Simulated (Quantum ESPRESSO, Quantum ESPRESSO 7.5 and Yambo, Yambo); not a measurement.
# MgI2 (1T monolayer): G0W0 with Yambo, start to end

How does a plane-wave GW calculation on MgI2 (1T monolayer) run from the first input to the gap?

Program: Quantum ESPRESSO 7.5 and Yambo 5.3.0. Level of theory: PBE and many-body steps on it, plane waves. Results are calculated unless marked as measured.

This is a report of a sequence of runs, with most program output left out.

## 1. The structure

The cell holds 3 atoms: 1 Mg and 2 I. Cell: a = 4.208 Å, b = 4.208 Å, c = 16.000 Å, α = 90.0°, β = 90.0°, γ = 120.0°. Vacuum lies along c.

The structure was relaxed with PBE. The runs that relaxed it are not among those shown. Spin-orbit coupling is left out unless a step names it.

## 2. Ground state

This step: Quantum ESPRESSO 7.5; DFT, PBE, plane waves, norm-conserving pseudopotentials.

The ground-state density comes first.

Contents of pw.in:

```
&control
  calculation = 'scf'
  prefix = 'x'
  outdir = 'o'
  pseudo_dir = 'pseudo'
/
&system
  ibrav = 0
  nat = 3
  ntyp = 2
  ecutwfc = 76.0
  nbnd = 35
  force_symmorphic = .true.
/
&electrons
  conv_thr = 1e-10
  electron_maxstep = 80
  mixing_beta = 0.5
/
ATOMIC_SPECIES
  Mg 24.305 Mg.upf
  I 126.9 I.upf
CELL_PARAMETERS angstrom
  4.2075425951 0.0000000002 0.0000000000
  -2.1037712978 3.6438387748 0.0000000000
  0.0000000000 0.0000000000 16.0000000000
ATOMIC_POSITIONS crystal
  Mg 0.0000000000 0.0000000000 0.5000000000
  I 0.3333333333 0.6666666667 0.6046917629
  I 0.6666666667 0.3333333333 0.3953082371
K_POINTS automatic
  9 9 1 0 0 0
```

Run with:

```
> OMP_NUM_THREADS=1 mpirun -n 4 pw.x -nk 4 -in pw.in > pw.out
```

Elapsed: 43 s, on 4 MPI ranks of Arm Neoverse V1, shared host; peak memory 0.8 GiB; 2.9 min of CPU time.

This step gave:

```
total energy               : -18635.5571 eV
gap                        : 3.715 eV
k of the valence top       : 0, 0, 0
k of the conduction bottom : 0, 0.4444, 0
least direct gap           : 3.979 eV
```

The gap is indirect, with the least direct gap 0.26 eV higher.

## 3. Bands along the symmetry lines

Levels along a band path, at the cheap level, show where the edges lie and whether the meshes to come will hold them.

Contents of pw.in:

```
&control
  calculation = 'bands'
  prefix = 'x'
  outdir = 'o'
  pseudo_dir = 'pseudo'
/
&system
  ibrav = 0
  nat = 3
  ntyp = 2
  ecutwfc = 76.0
  nbnd = 36
  force_symmorphic = .true.
/
&electrons
  conv_thr = 1e-9
  electron_maxstep = 80
  diago_full_acc = .true.
  diago_thr_init = 5e-6
/
ATOMIC_SPECIES
  Mg 24.305 Mg.upf
  I 126.9 I.upf
CELL_PARAMETERS angstrom
  4.2075425951 0.0000000002 0.0000000000
  -2.1037712978 3.6438387748 0.0000000000
  0.0000000000 0.0000000000 16.0000000000
ATOMIC_POSITIONS crystal
  Mg 0.0000000000 0.0000000000 0.5000000000
  I 0.3333333333 0.6666666667 0.6046917629
  I 0.6666666667 0.3333333333 0.3953082371
K_POINTS crystal
  25
  0.00000000 0.00000000 0.00000000 1
  0.06250000 0.00000000 0.00000000 1
  0.12500000 0.00000000 0.00000000 1
  0.18750000 0.00000000 0.00000000 1
  0.25000000 0.00000000 0.00000000 1
  0.31250000 0.00000000 0.00000000 1
  0.37500000 0.00000000 0.00000000 1
  0.43750000 0.00000000 0.00000000 1
  0.50000000 0.00000000 0.00000000 1
  0.47916667 0.04166667 0.00000000 1
  0.45833333 0.08333333 0.00000000 1
  0.43750000 0.12500000 0.00000000 1
  0.41666666 0.16666666 0.00000000 1
  0.39583333 0.20833333 0.00000000 1
  0.37500000 0.25000000 0.00000000 1
  0.35416666 0.29166666 0.00000000 1
  0.33333333 0.33333333 0.00000000 1
  0.29166666 0.29166666 0.00000000 1
  0.25000000 0.25000000 0.00000000 1
  0.20833333 0.20833333 0.00000000 1
  0.16666666 0.16666666 0.00000000 1
  0.12500000 0.12500000 0.00000000 1
  0.08333333 0.08333333 0.00000000 1
  0.04166667 0.04166667 0.00000000 1
  0.00000000 0.00000000 0.00000000 1
```

Run time: 24 s. Hardware: 4 MPI ranks; peak memory 0.61 GiB; 94 s of CPU time.

This step gave:

```
gap                        : 3.665 eV
k of the valence top       : 0, 0, 0
k of the conduction bottom : 0.5, 0, 0
least direct gap           : 3.979 eV
```

The gap is 3.665 eV, −0.050 eV from the run before at this level.

The electronic bands at the labelled points (eV, zero at the top of the highest filled band):

```
  point  band 27  band 28  band 29  band 30  band 31  band 32  band 33  band 34
      Γ    -0.26    -0.26     0.00     0.00     3.98     4.92     6.02     6.28
halfway    -1.17    -0.76    -0.45    -0.18     4.48     5.54     6.24     6.64
      M    -1.25    -1.11    -0.62    -0.40     3.67     5.52     5.83     6.71
halfway    -1.72    -1.36    -0.72    -0.56     4.20     6.28     6.38     6.82
      K    -2.29    -1.79    -0.67    -0.67     4.45     6.54     6.54     7.97
halfway    -1.55    -0.73    -0.65    -0.35     4.74     6.09     6.14     6.73
      Γ    -0.26    -0.26     0.00     0.00     3.98     4.92     6.02     6.28
```

## 4. Empty states on the mesh, 6×6×1 mesh, 356 bands

The sums over transitions need many empty states on a uniform mesh; this step solves for them.

Contents of pw.in:

```
&control
  calculation = 'nscf'
  prefix = 'x'
  outdir = 'o'
  pseudo_dir = 'pseudo'
/
&system
  ibrav = 0
  nat = 3
  ntyp = 2
  ecutwfc = 76.0
  nbnd = 356
  force_symmorphic = .true.
/
&electrons
  conv_thr = 1e-9
  electron_maxstep = 80
  diago_full_acc = .true.
  diago_thr_init = 5e-6
/
ATOMIC_SPECIES
  Mg 24.305 Mg.upf
  I 126.9 I.upf
CELL_PARAMETERS angstrom
  4.2075425951 0.0000000002 0.0000000000
  -2.1037712978 3.6438387748 0.0000000000
  0.0000000000 0.0000000000 16.0000000000
ATOMIC_POSITIONS crystal
  Mg 0.0000000000 0.0000000000 0.5000000000
  I 0.3333333333 0.6666666667 0.6046917629
  I 0.6666666667 0.3333333333 0.3953082371
K_POINTS automatic
  6 6 1 0 0 0
```

Wall time 4.2 min (4 MPI ranks); peak memory 2.5 GiB.

This step gave:

| Quantity | Value |
| --- | --- |
| gap | 3.665 eV |
| k of the valence top | 0, 0, 0 |
| k of the conduction bottom | 0, -0.5, 0 |
| least direct gap | 3.979 eV |
| k points computed | 7 |
| lowest point of the top converged band, above the valence top | 69.0914 eV |

On this mesh the gap is 3.665 eV.

## 5. Conversion and set-up

This step: Yambo 5.3.0; conversion and set-up on PBE, plane waves, norm-conserving pseudopotentials.

The states are converted to the many-body program's format and the q mesh is built.

Run with:

```
> (cd o/x.save; p2y > p2y.log; mv SAVE ../..); yambo > setup.log
```

It took 3.8 s on 1 MPI rank; peak memory 0.26 GiB.

## 6. Screening and self-energy, 6×6×1 mesh, 356 bands, screening to 136.1 eV

G0W0 replaces the xc potential by the self-energy, built once from these orbitals. Only a window of levels is corrected, while the sums run over the empty bands that the input names.

This step: G0W0 on PBE, plane waves, norm-conserving pseudopotentials.

Contents of gw3.in:

```
HF_and_locXC
gw0
dyson
ppa
em1d
rim_cut
rim_w
RandQpts= 3000000
RandGvec= 100 RL
CUTGeo= "slab z"
RandGvecW= 9 RL
EXXRLvcs= 76 Ry
VXCRLvcs= 304 Ry
Chimod= "HARTREE"
% BndsRnXp
 1 | 356 |
%
NGsBlkXp= 10 Ry
% LongDrXp
 1 | 1 | 0 |
%
% GbndRnge
 1 | 356 |
%
DysSolver= "n"
ExtendOut
PPAPntXp= 27.21138 eV
% QPkrange
 1 | 1 | 29 | 32 |
 4 | 4 | 29 | 32 |
%
```

Run with:

```
> OMP_NUM_THREADS=1 mpirun -n 4 yambo -F gw3.in -J gw3 -C gw3 > gw3.log
```

Run time: 36 min. Hardware: 4 MPI ranks; peak memory 5.3 GiB; 2.4 h of CPU time.

This step gave:

```
G0W0 gap on the points computed              : 6.005 eV
starting gap on the mesh                     : 3.665 eV
k of the valence top                         : 0, 0, 0
k of the conduction bottom                   : 0, -0.5, 0
least direct G0W0 gap on the computed points : 6.284 eV
Z at the valence top                         : 0.8119
Z at the conduction bottom                   : 0.8310
```

The gap on the mesh goes from 3.67 eV to 6.00 eV, a correction of +2.34 eV. The start differs from the 3.72 eV found before because the two sample other k points.

Limits: finite bands, cutoff and mesh; no spin-orbit coupling. v1 is the top filled band, c1 the lowest empty one. The levels before and after the correction (eV, zero at the valence-band top of each column):

```
           conduction bottom  valence top
Kohn-Sham               3.67         0.00
     G0W0               6.00         0.00
```

```
                   level  energy (eV)
Kohn-Sham        Γ v2-v1        0.000
Kohn-Sham           Γ c1        3.979
Kohn-Sham           Γ c2        4.917
Kohn-Sham  (0 -0.5 0) v2       -0.618
Kohn-Sham  (0 -0.5 0) v1       -0.403
Kohn-Sham  (0 -0.5 0) c1        3.665
Kohn-Sham  (0 -0.5 0) c2        5.522
     G0W0        Γ v2-v1        0.000
     G0W0           Γ c1        6.284
     G0W0           Γ c2        7.212
     G0W0  (0 -0.5 0) v2       -0.783
     G0W0  (0 -0.5 0) v1       -0.474
     G0W0  (0 -0.5 0) c1        6.005
     G0W0  (0 -0.5 0) c2        7.840
```

## 7. Where the time went

Times are wall times on the hardware named with each run, good to a factor of about two.

```
                          step     time  share  memory (GiB)
                  ground state     43 s    2 %           0.8
bands along the symmetry lines     24 s    1 %          0.61
      empty states on the mesh  4.2 min   10 %           2.5
         conversion and set-up    3.8 s    0 %          0.26
     screening and self-energy   36 min   87 %           5.3
```

## 8. Summary of results

```
PBE gap              : 3.67 eV, indirect
G0W0 gap on the mesh : 6.00 eV
GW settings          : 6×6×1 mesh, 356 bands, screening to 136.1 eV, Godby-Needs plasmon pole
known limits         : not at the basis limit; no spin-orbit coupling
```

In words: G0W0 moves the gap on the mesh from 3.67 eV to 6.00 eV (+2.34 eV), with Z of 0.81 and 0.83 at the edges. Only 2 of the mesh's irreducible points were corrected, so a valley elsewhere could overtake. The dearest step here is «screening and self-energy». Bands and cutoff are finite, so the gap is not at the basis limit. The miss can reach some tenths of an eV and take either sign; the mesh is an error of its own. In the G0W0 run levels were corrected at 2 k points alone, so a gap called «on the mesh» is the least over those, and an edge elsewhere would be missed. The many-body steps are scalar-relativistic: spin-orbit coupling is not in them.

[Paths, hosts, dates, memory and timing lines, banners, echoed tables and standing remarks are left out of the program output.]

[Logs are printed without paths, hosts, clocks, repeated set-up lines and the standing remarks that a program may print on its own settings, such as how far it seeks lower states.]

[Runs of the session that timed out or met a known fault of the program may be left out.]

[Hosts, paths, dates, database ids (printed as entryN), source tags and the programs' standing remarks are cut or masked in the printed files.]
